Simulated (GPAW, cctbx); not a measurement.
# Cs3I2Br: deformation density and structure factors from DFT

Aim: compute the bonding part of the density of Cs3I2Br, find which reflections carry it, and see how it biases an ordinary refinement.

The start was made by putting kin elements into a known structure type; the compound need not exist, or be stable, in this form. All numbers below are calculated.

**1. Relax the structure**

The density hangs on the geometry, so cell and atoms are relaxed first, with the symmetry held. The cutoff is set higher than for the density because stress converges slowly with plane waves.

Settings: GPAW 26.7.0, PBE, 570 eV, 3×3×1 k-points (along the axes of the calculation cell), Fermi–Dirac width 0.05 eV, BFGS to 0.03 eV/Å.

```text
cell
1.0
     5.192000000    0.000000000    0.000000000
    -2.596000000    4.496403896    0.000000000
     0.000000000    0.000000000   12.825000000
Cs I Br
3 2 1
Direct
0.666666667 0.333333333 0.842500000
0.333333333 0.666666667 0.157500000
0.000000000 0.000000000 0.500000000
0.666666667 0.333333333 0.325000000
0.333333333 0.666666667 0.675000000
0.000000000 0.000000000 0.000000000
```

```console
$ OMP_NUM_THREADS=1 mpirun -n 4 gpaw python run.py > gpaw.log
```

```text
BFGS:    0      -16.769637        0.544632
BFGS:    1      -16.783889        0.524959
BFGS:    2      -16.957053        0.200353
BFGS:    3      -16.981528        0.084496
...
BFGS:    6      -16.986532        0.081594
BFGS:    7      -16.988991        0.050863
BFGS:    8      -16.990532        0.022695
cell  5.4438 5.4438 13.4291  90.00 90.00 120.00
volume 344.650 A^3, largest force 0.013 eV/A, largest stress 0.06 GPa
```

The cell moved far, while the k-mesh and basis were chosen for the start, so the final shape may be somewhat biased.

After 8 steps the volume has changed by +15.1 % and the energy by -0.221 eV; the largest stress left is 0.06 GPa. It took 53 s on 4 cores of Intel(R) Xeon(R) Platinum 8488C (Sapphire Rapids) (shared host), peak memory 1 GiB.

Relaxed structure: P-3m1 (no. 164), a = 5.4438 Å, b = 5.4438 Å, c = 13.4291 Å, α = 90.00°, β = 90.00°, γ = 120.00°.

```
atom  mult.    x    y       z
 Cs1      2  2/3  1/3  0.8476
 Cs2      1    0    0     1/2
  I1      2  2/3  1/3  0.3265
 Br1      1    0    0       0
```

**2. Density and charge transfer**

X-rays see the whole electron density, so the PAW density is rebuilt with its core regions. Subtracting spherical free atoms from the same code cancels the cores and leaves the deformation density Δρ, the part due to bonding.

Settings: PBE, 450 eV, 4×4×2 k-points (along the axes of the calculation cell), Fermi–Dirac width 0.05 eV; primitive cell of 6 atoms.

```console
$ OMP_NUM_THREADS=1 mpirun -n 4 gpaw python run.py > gpaw.log
```

```text
|iter:   1|       0s |  -17.774132 | -1.07 |       |
|iter:   2|       2s |  -17.630463 | -2.88 | -1.23 |
|iter:   3|       3s |  -16.982812 | -1.75 | -1.26 |
...
|iter:   7|       7s |  -16.988460c| -6.34 | -3.38 |
|iter:   8|       8s |  -16.988464c| -7.18 | -3.88 |
|iter:   9|       9s |  -16.988464c| -7.55c| -4.66c|
```

```text
grid (54, 54, 140)  electrons 306.000  moved by bonding 1.185 e
deformation density beyond 0.5 A of the nuclei: max 0.034, min -0.012 e/A^3
atom        x       y       z   Voronoi charge  moment
Cs1    0.6667  0.3333  0.8476      0.272       0.00
Cs2    0.3333  0.6667  0.1524      0.272       0.00
Cs3    0.0000  0.0000  0.5000      0.262       0.00
I 4    0.6667  0.3333  0.3265     -0.260       0.00
I 5    0.3333  0.6667  0.6735     -0.260       0.00
Br6    0.0000  0.0000  0.0000     -0.287       0.00
mean inner potential of superposed free atoms 10.510 V
total magnetic moment 0.000 muB
```

Deformation density in a plane through the shortest contact of the Cs atom at the origin, in 0.01 e/Å³ (clipped at ±99); x from -1.6 to 5.4 Å, y from 2.4 down to -2.4 Å:

```text
  0   1   2   2   2   1   0  -1  -1  -1   0   0   0  -1  -1  -1
 -1   0   0   1   1   0  -1  -1  -1  -1   0   0   0   0  -1  -1
 -1  -1   0   0   0   0  -1  -1  -1   0   1   1   1   1   0  -1
 -1  -1   0   0   0   0  -1  -1   0   1   2   3   3   2   1   0
 -1   0   0   0   0   0   0   0   0   2   3   3   2   3   2   0
  0   0   0   0   0   0   0   0   1   3   2  -1  -1   2   3   1
  0   0   0   .   .  -1   0   0   1   3   1   .   .   1   3   1
  0   0   0   0   0   0   0   0   1   3   2  -1  -1   2   3   1
  0   0   0   0   0   0   0   0   0   2   3   3   2   3   2   0
 -1  -1   0   0   0   0  -1  -1   0   1   2   3   3   2   1   0
 -1  -1   0   0   0   0  -1  -1  -1   0   1   1   1   1   0  -1
 -1   0   0   1   1   0   0  -1  -1  -1   0   0   0   0  -1  -1
  0   0   1   2   2   1   0   0  -1  -1  -1   0   0   0  -1  -1
```

Atoms in or within 0.15 Å of the plane: Cs (0.0, 0.0), Br (3.8, 0.0) Å. Dots mark points within about 0.45 Å of a nucleus; large values next to them are atomic features.

Br gains most (-0.29 e) and Cs loses most (+0.27 e), in averages over each element's sites, as electronegativity suggests. Such charges fall far short of formal ones, since overlapping free atoms already put density on their neighbours. Along the shortest contact from the Cs atom at the map's origin, Cs–Br at 3.75 Å, Δρ is 0.00 e/Å³ at the midpoint and highest, +0.03, 2.68 Å from Cs (points within 0.5 Å of a nucleus left out): little piles up between the atoms, as in an ionic contact (the run has a band gap). Point values carry grid noise of about 0.01 e/Å³. The run needed 9 iterations, 21 s.

**3. Structure factors**

The Fourier components of Δρ, added to those of the free atoms, give the static X-ray structure factors; the Mott–Bethe relation turns them into the Fourier components V of the potential that fast electrons feel.

```text
static structure factors of the conventional cell: F in electrons, V (Mott-Bethe) in volts
   h  k  l      d  |F| table  |F| free   |F| DFT   change   |V| free  |V| DFT  change %
   0  0  1 13.4291     5.642     5.640     5.636   -0.005     0.097    0.108     11.1
   0  0  2  6.7145     7.594     7.594     7.620    0.027     0.127    0.111    -12.7
   1  0  0  4.7145    16.555    16.578    16.509   -0.069     0.420    0.441      4.8
   0  0  3  4.4764    18.104    18.182    17.551   -0.631     0.729    0.897     23.0
   1  0  1  4.4483    20.571    20.649    20.029   -0.620     0.791    0.954     20.6
   1  0 -1  4.4483    27.910    27.939    27.897   -0.042     0.717    0.728      1.5
   1  0  2  3.8584    23.124    23.146    23.066   -0.080     0.572    0.588      2.8
   1  0 -2  3.8584   269.446   269.557   270.269    0.712     6.787    6.646     -2.1
   0  0  4  3.3573    27.177    27.190    27.118   -0.072     0.638    0.649      1.7
   1  0  3  3.2462    48.647    48.671    48.633   -0.038     1.127    1.132      0.5
   1  0 -3  3.2462    14.961    14.959    15.079    0.120     0.374    0.358     -4.5
   1  0  4  2.7347   243.567   243.688   243.672   -0.016     5.344    5.345      0.0
   1  0 -4  2.7347     3.099     3.092     3.198    0.107     0.094    0.083    -11.3
   1  1  0  2.7219   250.269   250.394   250.379   -0.015     5.479    5.480      0.0
```

The largest X-ray change is +0.71 e on 1 0 -2, 0.3 % of |F|. For electrons V goes as (Z − F)/g², so a change of F counts against Z − F, which is small at low angle and wherever the atoms' terms cancel: |V| of 003 moves by +23.0 % (0.73 to 0.90 V) against -3.5 % in |F|. The tabulated Hartree–Fock atoms differ from the free DFT atoms by up to 0.12 e, so the choice of reference atom matters too.

**4. Which functional?**

The same geometry is run with other functionals, to see whether the bonding signal is larger than the spread between approximations. Free atoms are LDA for LDA and PBE otherwise. Any other changed setting is in the row's label.

| run | ΔF 1 0 -2 (e) | ΔF 003 (e) | ΔF 101 (e) | q(Br) (e) | moved (e) | time |
| --- | --- | --- | --- | --- | --- | --- |
| PBE | +0.712 | -0.631 | -0.620 | -0.287 | 1.185 | 21 s |
| LDA | +0.624 | -0.589 | -0.578 | -0.273 | 1.082 | 20 s |
| RPBE | +0.793 | -0.662 | -0.650 | -0.298 | 1.358 | 16 s |

At the base's settings ΔF(1 0 -2) spans +0.624 to +0.793 e, a spread of 24 % of the PBE value; over the three listed reflections the spread is at most 24 %, so sign and size hold across the functionals. Times are from shared hosts.

**5. Refining ordinary atoms against data with bonding**

Routine crystallography fits spherical atoms. To see the bias, intensities are simulated from tabulated atoms plus the DFT change ΔF, so that bonding alone can misfit (11524 reflections of the full sphere, merged to the counts below, to 0.5 Å, 0.5 % proportional noise plus counting noise, assumed isotropic U as listed, Δρ smeared by the mean U) and refined with cctbx over different ranges.

```csv
range,data,R1,GooF,U Cs1 (true 0.0068),U Cs2 (true 0.0068),U I1 (true 0.0069),U Br1 (true 0.0081),largest shift (Å),"Δρ max, min (e/Å³)"
all data,1171,0.0053,0.96,0.0068,0.0068,0.0069,0.0081,0.0001,"0.27, -0.34"
"low resolution, d > 0.84",286,0.0038,0.95,0.0068,0.0068,0.0069,0.0082,0.0001,"0.10, -0.15"
"high order, d < 0.75",790,0.0062,0.96,0.0068,0.0068,0.0069,0.0081,0.0000,"0.29, -0.30"
"occupancies free, d > 0.7",461,0.0041,0.95,0.0068,0.0068,0.0069,0.0081,0.0001,"0.14, -0.28"
```

With all data GooF is 0.96, so at this noise the bonding hardly shows; the top residual peak, near noise level, lies 2.81 Å from Br and 3.23 Å from Cs. No U is off by more than 3 s.u. at low resolution. With Cs1 held at 1 and the scale free, the other occupancies refine to Cs2 1.000(0.001), I1 1.000(0.001) and Br1 0.999(0.001), within three s.u. of full.

**6. Answer**

Bonding moves 1.19 e in the primitive cell of Cs3I2Br and changes the structure factors of the conventional cell in the table above by at most 0.71 e (1 0 -2, 0.3 %), and among reflections above 2 % of the strongest by up to 3.5 % (003). The shortest bond, Cs–Br, has Δρ = 0.00 e/Å³ at its midpoint, which with the charge transfer marks a mainly ionic contact. At the base's settings ΔF(1 0 -2) spans +0.624 to +0.793 e, a spread of 24 % of the PBE value; over the three listed reflections the spread is at most 24 %, so sign and size hold across the functionals. With all data GooF is 0.96, so at this noise the bonding hardly shows. Limits: static density, frozen cores, no spin–orbit coupling.

[Outputs are excerpts: Python notices, other lines and further rows are left out; steps that failed or that the build refused (PBEsol, TPSS) are not shown.]

[Logs are printed without paths, hosts, clocks, repeated set-up lines and the standing remarks that a program may print on its own settings, such as how far it seeks lower states.]
